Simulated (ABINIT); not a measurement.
**Quasiparticle gap of SrTiO3 (Tausonite) in ABINIT**

Aim: the G0W0 gap of SrTiO3 (Tausonite) on PBE, step by step.

Program: ABINIT 10.8.3. Level of theory: PBE and many-body steps on it, plane waves. Results are calculated unless marked as measured.

**What was measured.**

- Gap 3.77 eV: direct gap (M0 critical point); spectroscopic ellipsometry, second-derivative fit; 300 K; bulk crystal (commercial single crystal) (“Optical probe of ferroelectric order in bulk and thin film perovskite titanates”, 2013, arxiv:1309.1245).

## Step 1: Starting point

Symmetry: Pm-3m, No. 221, cubic system. Conventional cell: a = 3.905 Å, b = 3.905 Å, c = 3.905 Å, α = 90.00°, β = 90.00°, γ = 90.00°. Nearest to Sr lie 12 O at 2.76 Å. Nearest to Ti lie 6 O at 1.95 Å. O has 2 Ti at 1.95 Å and 4 Sr at 2.76 Å nearest. Farther neighbours and most contacts between anions are not listed.

The cell and positions come from the Crystallography Open Database and are kept as given unless a step says otherwise.

## Step 2: Ground state

This step: ABINIT 10.8.3; DFT, PBE, plane waves, norm-conserving pseudopotentials.

The ground-state density comes first.

Input file run.abi:

```
acell 3*1.0 Angstrom
rprim 
  3.905280000000 0.000000000000 0.000000000000
  0.000000000000 3.905280000000 0.000000000000
  0.000000000000 0.000000000000 3.905280000000
ntypat 3
znucl 38 22 8
natom 5
typat 1 2 3 3 3
xred 
  0.500000000000 0.500000000000 0.500000000000
  0.000000000000 0.000000000000 0.000000000000
  0.500000000000 0.000000000000 0.000000000000
  0.000000000000 0.500000000000 0.000000000000
  0.000000000000 0.000000000000 0.500000000000
pp_dirpath "pseudos"
pseudos "Sr.upf, Ti.upf, O.upf"
ecut 38
ngkpt 6 6 6
nshiftk 1
shiftk 0 0 0
kptopt 1
chksymbreak 0
nband 26
occopt 1
tolvrs 1e-10
nstep 60
prtwf 0
indata_prefix "in"
outdata_prefix "out"
tmpdata_prefix "tmp"
```

Command:

```
OMP_NUM_THREADS=1 mpirun -n 4 abinit run.abi > log
```

Numbers of over 12 decimals in the logs are rounded to 6 here.

What it wrote:

```text
.Version 10.8.3 of ABINIT. v10.8.2 released Aug 2026.

 Symmetries : space group Pm -3 m (#221); Bravais cP (primitive cubic)
================================================================================
 Values of the parameters that define the memory need of the present run
     intxc =       0    ionmov =       0      iscf =       7    lmnmax =       6
     lnmax =       6     mgfft =      45  mpssoang =       3    mqgrid =    3001
     natom =       5  nloc_mem =       1    nspden =       1   nspinor =       1
    nsppol =       1      nsym =      48    n1xccc =    2501    ntypat =       3
    occopt =       1   xclevel =       2
-    mband =          26        mffmem =           1         mkmem =           5
       mpw =        4525          nfft =       91125          nkpt =          20
================================================================================
  Rough estimation (10% accuracy) of disk space for files :
================================================================================

--------------------------------------------------------------------------------
------------- Echo of variables that govern the present computation ------------
--------------------------------------------------------------------------------
 -outvars: echo values of preprocessed input variables --------
            acell      1.8897261259E+00  1.8897261259E+00  1.8897261259E+00 Bohr

      chksymbreak           0
             ecut      3.80000000E+01 Hartree
-          fftalg         312

              ixc     -101130
              kpt      0.00000000E+00  0.00000000E+00  0.00000000E+00
                       1.66666667E-01  0.00000000E+00  0.00000000E+00
                       3.33333333E-01  0.00000000E+00  0.00000000E+00
                       5.00000000E-01  0.00000000E+00  0.00000000E+00
                       1.66666667E-01  1.66666667E-01  0.00000000E+00
                       3.33333333E-01  1.66666667E-01  0.00000000E+00
                       5.00000000E-01  1.66666667E-01  0.00000000E+00
                       3.33333333E-01  3.33333333E-01  0.00000000E+00
                       5.00000000E-01  3.33333333E-01  0.00000000E+00
   [... 9 further rows ...]
                       5.00000000E-01  5.00000000E-01  3.33333333E-01
                       5.00000000E-01  5.00000000E-01  5.00000000E-01
         kptrlatt        6    0    0      0    6    0      0    0    6
          kptrlen      4.42794579E+01
P           mkmem           5
            natom           5
            nband          26
            ngfft          45      45      45
             nkpt          20
            nstep          60
             nsym          48
           ntypat           3
              occ      2.000000  2.000000  2.000000  2.000000  2.000000  2.000000
                       2.000000  2.000000  2.000000  2.000000  2.000000  2.000000
                       2.000000  2.000000  2.000000  2.000000  2.000000  2.000000
                       2.000000  2.000000  0.000000  0.000000  0.000000  0.000000
                       0.000000  0.000000
            prtwf           0
            rprim      3.9052800000E+00  0.0000000000E+00  0.0000000000E+00
[...]
spgroup         221

           tolvrs      1.00000000E-10

             xred      5.0000000000E-01  5.0000000000E-01  5.0000000000E-01
[...]
znucl       38.00000   22.00000    8.00000

================================================================================

 chkinp: Checking input parameters for consistency.

================================================================================
== DATASET  1 ==================================================================
-   mpi_nproc: 4, omp_nthreads: 1 (-1 if OMP is not activated)

--- !DatasetInfo
iteration_state: {dtset: 1, }
dimensions: {natom: 5, nkpt: 20, mband: 26, nsppol: 1, nspinor: 1, nspden: 1, mpw: 4525, }
cutoff_energies: {ecut:  38.0, pawecutdg:  -1.0, }
electrons: {nelect:   4.00000000E+01, charge:   0.00000000E+00, occopt:   1.00000000E+00, tsmear:   1.00000000E-02, }

 Real(R)+Recip(G) space primitive vectors, cartesian coordinates (Bohr,Bohr^-1):
 R(1)=  7.3799096  0.0000000  0.0000000  G(1)=  0.1355030  0.0000000  0.0000000
 R(2)=  0.0000000  7.3799096  0.0000000  G(2)=  0.0000000  0.1355030  0.0000000
 R(3)=  0.0000000  0.0000000  7.3799096  G(3)=  0.0000000  0.0000000  0.1355030
 Unit cell volume ucvol=  4.0193251E+02 bohr^3
 Angles (23,13,12)=  9.00000000E+01  9.00000000E+01  9.00000000E+01 degrees

 getcut: wavevector=  0.0000  0.0000  0.0000  ngfft=  45  45  45
         ecut(hartree)=     38.000   => boxcut(ratio)=   2.14855

--- Pseudopotential description ------------------------------------------------
- Sr Generated using ONCVPSP code by D. R. Hamann
- 38.00000  10.00000  171031                  znucl, zion, pspdat
12 -101130 2 -1 1834                          pspcod,pspxc,lmax,lloc,mmax
     nproj     2     2     2
  pspatm : epsatm=   12.84204793
         --- l  ekb(1:nproj) -->
[...]
pspatm: atomic psp has been read  and splines computed

- Ti Generated using ONCVPSP code by D. R. Hamann
- 22.00000  12.00000  171031                  znucl, zion, pspdat
12 -101130 2 -1 1586                          pspcod,pspxc,lmax,lloc,mmax
[...]
ETOT  6  -143.53667094116    -1.177E-02 2.378E-03 2.084E+01
 ETOT  7  -143.54052405821    -3.853E-03 9.859E-03 1.503E+00
 ETOT  8  -143.54082156406    -2.975E-04 1.867E-03 1.093E-01
 ETOT  9  -143.54084400344    -2.244E-05 4.528E-03 3.528E-04
 ETOT 10  -143.54084405617    -5.273E-08 1.489E-03 1.322E-04
 ETOT 11  -143.54084407869    -2.251E-08 1.326E-03 4.309E-06
 ETOT 12  -143.54084407962    -9.340E-10 9.459E-04 1.902E-09
 ETOT 13  -143.54084407962    -2.785E-12 1.805E-03 8.134E-10
 ETOT 14  -143.54084407963    -5.002E-12 1.226E-03 2.542E-12

 At SCF step   14       vres2   =  2.54E-12 < tolvrs=  1.00E-10 =>converged.

 Cartesian components of stress tensor (hartree/bohr^3)
  sigma(1 1)= -1.16965023E-04  sigma(3 2)=  0.00000000E+00
  sigma(2 2)= -1.16965023E-04  sigma(3 1)=  0.00000000E+00
  sigma(3 3)= -1.16965023E-04  sigma(2 1)=  0.00000000E+00

--- !ResultsGS
iteration_state: {dtset: 1, }
comment   : Summary of ground state results
lattice_vectors:
- [  7.3799096,   0.0000000,   0.0000000, ]
- [  0.0000000,   7.3799096,   0.0000000, ]
- [  0.0000000,   0.0000000,   7.3799096, ]
lattice_lengths: [   7.37991,    7.37991,    7.37991, ]
lattice_angles: [ 90.000,  90.000,  90.000, ] # degrees, (23, 13, 12)
lattice_volume:   4.0193251E+02
convergence: {deltae: -5.002E-12, res2:  2.542E-12, residm:  1.226E-03, diffor: null, }
etotal    :  -1.43540844E+02
entropy   :   0.00000000E+00
fermie    :   2.54497182E-01
cartesian_stress_tensor: # hartree/bohr^3
- [ -1.16965023E-04,   0.00000000E+00,   0.00000000E+00, ]
- [  0.00000000E+00,  -1.16965023E-04,   0.00000000E+00, ]
- [  0.00000000E+00,   0.00000000E+00,  -1.16965023E-04, ]
pressure_GPa:   3.4412E+00
xred      :
- [  5.0000E-01,   5.0000E-01,   5.0000E-01, Sr]
- [  0.0000E+00,   0.0000E+00,   0.0000E+00, Ti]
- [  5.0000E-01,   0.0000E+00,   0.0000E+00,  O]
- [  0.0000E+00,   5.0000E-01,   0.0000E+00,  O]
- [  0.0000E+00,   0.0000E+00,   5.0000E-01,  O]
cartesian_forces: # hartree/bohr
- [ -0.00000000E+00,  -0.00000000E+00,  -0.00000000E+00, ]
- [ -0.00000000E+00,  -0.00000000E+00,  -0.00000000E+00, ]
- [ -0.00000000E+00,  -0.00000000E+00,  -0.00000000E+00, ]
- [ -0.00000000E+00,  -0.00000000E+00,  -0.00000000E+00, ]
- [ -0.00000000E+00,  -0.00000000E+00,  -0.00000000E+00, ]
force_length_stats: {min:   0.00000000E+00, max:   0.00000000E+00, mean:   0.00000000E+00, }

 Integrated electronic density in atomic spheres:
 ------------------------------------------------
 Atom  Sphere_radius  Integrated_density
[...]
================================================================================

 ----iterations are completed or convergence reached----

 Mean square residual over all n,k,spin=   83.496E-07; max=  12.261E-04
 reduced coordinates (array xred) for    5 atoms
       0.500000000000      0.500000000000      0.500000000000
       0.000000000000      0.000000000000      0.000000000000
       0.500000000000      0.000000000000      0.000000000000
       0.000000000000      0.500000000000      0.000000000000
       0.000000000000      0.000000000000      0.500000000000
 rms dE/dt=  0.0000E+00; max dE/dt=  0.0000E+00; dE/dt below (all hartree)
    1       0.000000000000      0.000000000000      0.000000000000
    2       0.000000000000      0.000000000000      0.000000000000
    3       0.000000000000      0.000000000000      0.000000000000
    4       0.000000000000      0.000000000000      0.000000000000
    5       0.000000000000      0.000000000000      0.000000000000

 cartesian coordinates (angstrom) at end:
    1      1.952640     1.952640     1.952640
    2      0.000000     0.000000     0.000000
    3      1.952640     0.000000     0.000000
    4      0.000000     1.952640     0.000000
    5      0.000000     0.000000     1.952640

 cartesian forces (hartree/bohr) at end:
[...]
frms,max,avg= 0.0000000E+00 0.0000000E+00   0.000E+00  0.000E+00  0.000E+00 h/b

 cartesian forces (eV/Angstrom) at end:
    1     -0.000000    -0.000000    -0.000000
    2     -0.000000    -0.000000    -0.000000
    3     -0.000000    -0.000000    -0.000000
    4     -0.000000    -0.000000    -0.000000
    5     -0.000000    -0.000000    -0.000000
 frms,max,avg= 0.0000000E+00 0.0000000E+00   0.000E+00  0.000E+00  0.000E+00 e/A
 length scales=  1.889726125908  1.889726125908  1.889726125908 bohr
              =  1.000000000000  1.000000000000  1.000000000000 angstroms
 prteigrs : about to open file out_EIG
 Fermi (or HOMO) energy (hartree) =   0.25450   Average Vxc (hartree)=  -0.42036
 Eigenvalues (hartree) for nkpt=  20  k points:
 kpt#   1, nband= 26, wtk=  0.00463, kpt=  0.0000  0.0000  0.0000 (reduced coord)
  -1.81815   -0.94790   -0.94625   -0.94625   -0.94625   -0.38343   -0.34734   -0.34734
  -0.28601   -0.28601   -0.28601    0.15118    0.15118    0.15118    0.21165    0.21165
   0.21165    0.24145    0.24145    0.24145    0.32460    0.32460    0.32460    0.41575
   0.41576    0.45510
 prteigrs : prtvol=0 or 1, do not print more k-points.

--- !EnergyTerms
iteration_state     : {dtset: 1, }
comment             : Components of total free energy in Hartree
kinetic             :  6.54542980228912E+01
hartree             :  3.02029718585673E+01
xc                  : -2.97726453297862E+01
Ewald energy        : -1.06245779347251E+02
psp_core            :  4.58881612978461E+00
local_psp           : -1.06039726698925E+02
non_local_psp       : -1.72877871490931E+00
total_energy        : -1.43540844079629E+02
total_energy_eV     : -3.90594535032491E+03
band_energy         : -1.20259377884534E+01

 Cartesian components of stress tensor (hartree/bohr^3)
  sigma(1 1)= -1.16965023E-04  sigma(3 2)=  0.00000000E+00
  sigma(2 2)= -1.16965023E-04  sigma(3 1)=  0.00000000E+00
  sigma(3 3)= -1.16965023E-04  sigma(2 1)=  0.00000000E+00

-Cartesian components of stress tensor (GPa)         [Pressure=  3.4412E+00 GPa]
- sigma(1 1)= -3.44122979E+00  sigma(3 2)=  0.00000000E+00
- sigma(2 2)= -3.44122979E+00  sigma(3 1)=  0.00000000E+00
- sigma(3 3)= -3.44122979E+00  sigma(2 1)=  0.00000000E+00

== END DATASET(S) ==============================================================
================================================================================

 -outvars: echo values of variables after computation  --------
           etotal     -1.4354084408E+02
            nband          26
             nkpt          20
          spgroup         221
 [... the other variables as echoed above ...]

 Calculation completed.
```

Elapsed: 32 s, on 4 MPI ranks of Arm Neoverse V2, shared host; peak memory 0.34 GiB; 2.1 min of CPU time.

Numbers from this step:

```
total energy               : -3905.9454 eV
gap                        : 1.908 eV
k of the valence top       : 0.5, 0.5, 0.5
k of the conduction bottom : 0, 0, 0
least direct gap           : 2.263 eV
pressure                   : 3.441 GPa
```

The gap is indirect, with the least direct gap 0.36 eV higher.

The cutoff was set for levels, not for stress, so the pressure can be off by some GPa.

## Step 3: Empty states on the mesh, 4×4×4 mesh, 184 bands

The sums over transitions need many empty states on a uniform mesh; this step solves for them.

run.abi, as its differences from that of step 2:

```diff
@@ -18,3 +18,3 @@
 ecut 38
-ngkpt 6 6 6
+ngkpt 4 4 4
 nshiftk 1
@@ -23,7 +23,10 @@
 chksymbreak 0
-nband 26
+irdden 1
+istwfk *1
+nband 184
+prtvol 0
+optdriver 6
+gwr_task "HDIAGO"
+paral_kgb 0
 occopt 1
-tolvrs 1e-10
-nstep 60
-prtwf 0
 indata_prefix "in"
```

What it wrote:

```text
[banner, memory and clock lines left out]
.Version 10.8.3 of ABINIT. v10.8.2 released Aug 2026.

 Symmetries : space group Pm -3 m (#221); Bravais cP (primitive cubic)
[... echo of the input left out ...]
== DATASET  1 ==================================================================
-   mpi_nproc: 4, omp_nthreads: 1 (-1 if OMP is not activated)

--- !DatasetInfo
iteration_state: {dtset: 1, }
dimensions: {natom: 5, nkpt: 10, mband: 184, nsppol: 1, nspinor: 1, nspden: 1, mpw: 4632, }
cutoff_energies: {ecut:  38.0, pawecutdg:  -1.0, }
electrons: {nelect:   4.00000000E+01, charge:   0.00000000E+00, occopt:   1.00000000E+00, tsmear:   1.00000000E-02, }

.Using double precision arithmetic; gwpc =  8

- Reading GS density from: in_DEN

--- Pseudopotential description ------------------------------------------------
- Sr Generated using ONCVPSP code by D. R. Hamann
- 38.00000  10.00000  171031                  znucl, zion, pspdat
12 -101130 2 -1 1834                          pspcod,pspxc,lmax,lloc,mmax
     nproj     2     2     2
  pspatm : epsatm=   12.84204793
         --- l  ekb(1:nproj) -->
             0    9.951127    1.027824
             1    7.382610    1.665143
             2    4.168853    0.950057
 pspatm: atomic psp has been read  and splines computed

- Ti Generated using ONCVPSP code by D. R. Hamann
- 22.00000  12.00000  171031                  znucl, zion, pspdat
12 -101130 2 -1 1586                          pspcod,pspxc,lmax,lloc,mmax
     nproj     2     2     2
  pspatm : epsatm=   14.68144553
         --- l  ekb(1:nproj) -->
[...]
pspatm: atomic psp has been read  and splines computed

- O Generated using ONCVPSP code by D. R. Hamann
-  8.00000   6.00000  171031                  znucl, zion, pspdat
12 -101130 2 -1 936                           pspcod,pspxc,lmax,lloc,mmax
     nproj     2     2     1
  pspatm : epsatm=    6.19545534
         --- l  ekb(1:nproj) -->
             0    6.056735    0.824024
             1   -4.717130   -1.149271
             2   -1.331955
 pspatm: atomic psp has been read  and splines computed

   1.84439438E+03                                ecore*ucvol(ha*bohr**3)

 Total charge density [el/Bohr^3]
)     Maximum=    1.3479E+00  at reduced coord.    0.0000    0.0000    0.9111
)     Minimum=    5.0390E-03  at reduced coord.    0.4889    0.4889    0.0000
   Integrated=    4.0000E+01

 === KS gaps after direct diagonalization ===
 Indirect band gap semiconductor
 Fundamental gap:     1.908 (eV)
   VBM:     6.925 (eV) at k: [ 5.0000E-01,  5.0000E-01,  5.0000E-01]
   CBM:     8.833 (eV) at k: [ 0.0000E+00,  0.0000E+00,  0.0000E+00]
 Direct gap:         2.263 (eV) at k: [ 0.0000E+00,  0.0000E+00,  0.0000E+00]

== END DATASET(S) ==============================================================

 -outvars: echo values of variables after computation  --------
           etotal      0.0000000000E+00
            nband         184
             nkpt          10
          spgroup         221
 [... the other variables as echoed above ...]

 Calculation completed.
```

Run time: 2.8 min. Hardware: 4 MPI ranks; peak memory 4.6 GiB.

Numbers from this step:

```yaml
gap: 1.908 eV
k_of_the_valence_top: 0.5, 0.5, 0.5
k_of_the_conduction_bottom: 0, 0, 0
least_direct_gap: 2.263 eV
k_points_computed: 10
lowest_point_of_the_top_converged_band_above_the_valence_top: 95.6501 eV
```

On this mesh the gap is 1.908 eV.

## Step 4: Screening, 4×4×4 mesh, 176 bands, screening to 163.3 eV

The RPA dielectric matrix is built and inverted for each q.

This step: RPA screening on PBE, plane waves, norm-conserving pseudopotentials.

run.abi, as its differences from that of step 3:

```diff
@@ -23,10 +23,11 @@
 chksymbreak 0
-irdden 1
 istwfk *1
-nband 184
-prtvol 0
-optdriver 6
-gwr_task "HDIAGO"
-paral_kgb 0
 occopt 1
+irdwfk 1
+optdriver 3
+nband 176
+ecuteps 6
+inclvkb 2
+awtr 1
+symchi 1
 indata_prefix "in"
```

What it wrote:

```text
.Version 10.8.3 of ABINIT. v10.8.2 released Aug 2026.

 Symmetries : space group Pm -3 m (#221); Bravais cP (primitive cubic)
[... echo of the input left out ...]
== DATASET  1 ==================================================================
-   mpi_nproc: 4, omp_nthreads: 1 (-1 if OMP is not activated)

--- !DatasetInfo
iteration_state: {dtset: 1, }
dimensions: {natom: 5, nkpt: 10, mband: 176, nsppol: 1, nspinor: 1, nspden: 1, mpw: 4632, }
cutoff_energies: {ecut:  38.0, pawecutdg:  -1.0, }
electrons: {nelect:   4.00000000E+01, charge:   0.00000000E+00, occopt:   1.00000000E+00, tsmear:   1.00000000E-02, }

 SCREENING: Calculation of the susceptibility and dielectric matrices

 Based on a program developped by R.W. Godby, V. Olevano, G. Onida, and L. Reining.
 Incorporated in ABINIT by V. Olevano, G.-M. Rignanese, and M. Torrent.
.Using double precision arithmetic ; gwpc =  8

[... cell and pseudopotentials left out ...]
--------------------------------------------------------------------------------

 ==== K-mesh for the wavefunctions ====
 Number of points in the irreducible wedge :    10
[... list of points left out ...]
 Together with 48 symmetry operations and time-reversal symmetry
 yields    64 points in the full Brillouin Zone.

 ==== Q-mesh for the screening function ====
 Number of points in the irreducible wedge :    10
[... list of points left out ...]
 Together with 48 symmetry operations and time-reversal symmetry
 yields    64 points in the full Brillouin Zone.

 setmesh: FFT mesh size selected  =    30x   30x   30
          total number of points  =        27000

 vcoul_init : cutoff-mode = AUXILIARY_FUNCTION
 q-points for optical limit:   1
     1)      0.000010    0.000020    0.000030

- screening: taking advantage of time-reversal symmetry
- Maximum band index for partially occupied states nbvw = 20
- Remaining bands to be divided among processors   nbcw = 156
- Number of bands treated by each node ~39

 Number of electrons calculated from density =   40.0000; Expected =   40.0000
 average of density, n =  0.099519
 r_s =    1.3387
 omega_plasma =   30.4305 [eV]

 calculating chi0 at frequencies [eV] :
  1    0.000000E+00    0.000000E+00
  2    0.000000E+00    3.043050E+01

--------------------------------------------------------------------------------
  q-point number  1        q = ( 0.000000, 0.000000, 0.000000) [r.l.u.]
--------------------------------------------------------------------------------
[... chi0 elements left out ...]
 For q-point:  0.000010 0.000020 0.000030
  dielectric constant =   6.4039
  dielectric constant without local fields =   6.7748

  Average fulfillment of the sum rule on Im[epsilon] for q-point    1 :     73.38  [%]
[... wings left out ...]
  q-point number  2        q = ( 0.250000, 0.000000, 0.000000) [r.l.u.]
--------------------------------------------------------------------------------
[... chi0 elements left out ...]
  Average fulfillment of the sum rule on Im[epsilon] for q-point    2 :     81.73  [%]

 [... 8 further q-points ...]
```

Elapsed: 1.8 min, on 4 MPI ranks; peak memory 1.6 GiB; 7.1 min of CPU time.

Numbers from this step:

```yaml
eps_infinity_with_local_fields_on_this_mesh_along_the_program_s_q_direction: 6.404
the_same_without_local_fields: 6.775
plasma_frequency: 30.43 eV
plane_waves_in_the_screening_matrix: 257
```

Local fields lower ε∞ by 5 %. On a Γ-centred mesh this coarse the value itself is usually too large, while a short band sum pulls it down.

(Part 1 of 2 ends here.)

[Paths, hosts, dates, memory and timing lines, banners, echoed tables and standing remarks are left out of the program output.]

[Logs are printed without paths, hosts, clocks, repeated set-up lines and the standing remarks that a program may print on its own settings, such as how far it seeks lower states.]

[Runs of the session that timed out or met a known fault of the program may be left out.]

[Hosts, paths, dates, database ids (printed as entryN), source tags and the programs' standing remarks are cut or masked in the printed files.]

[G0W0 gaps are taken among the corrected bands and points alone; a level outside them can change the order at an edge.]

[Where Ansatz stands beside ABINIT at settings called matched, ABINIT's density can come from a denser mesh and the files from another edition; pairs whose starting gaps differed by over 0.03 eV were left out, so agreement reads better than it is.]
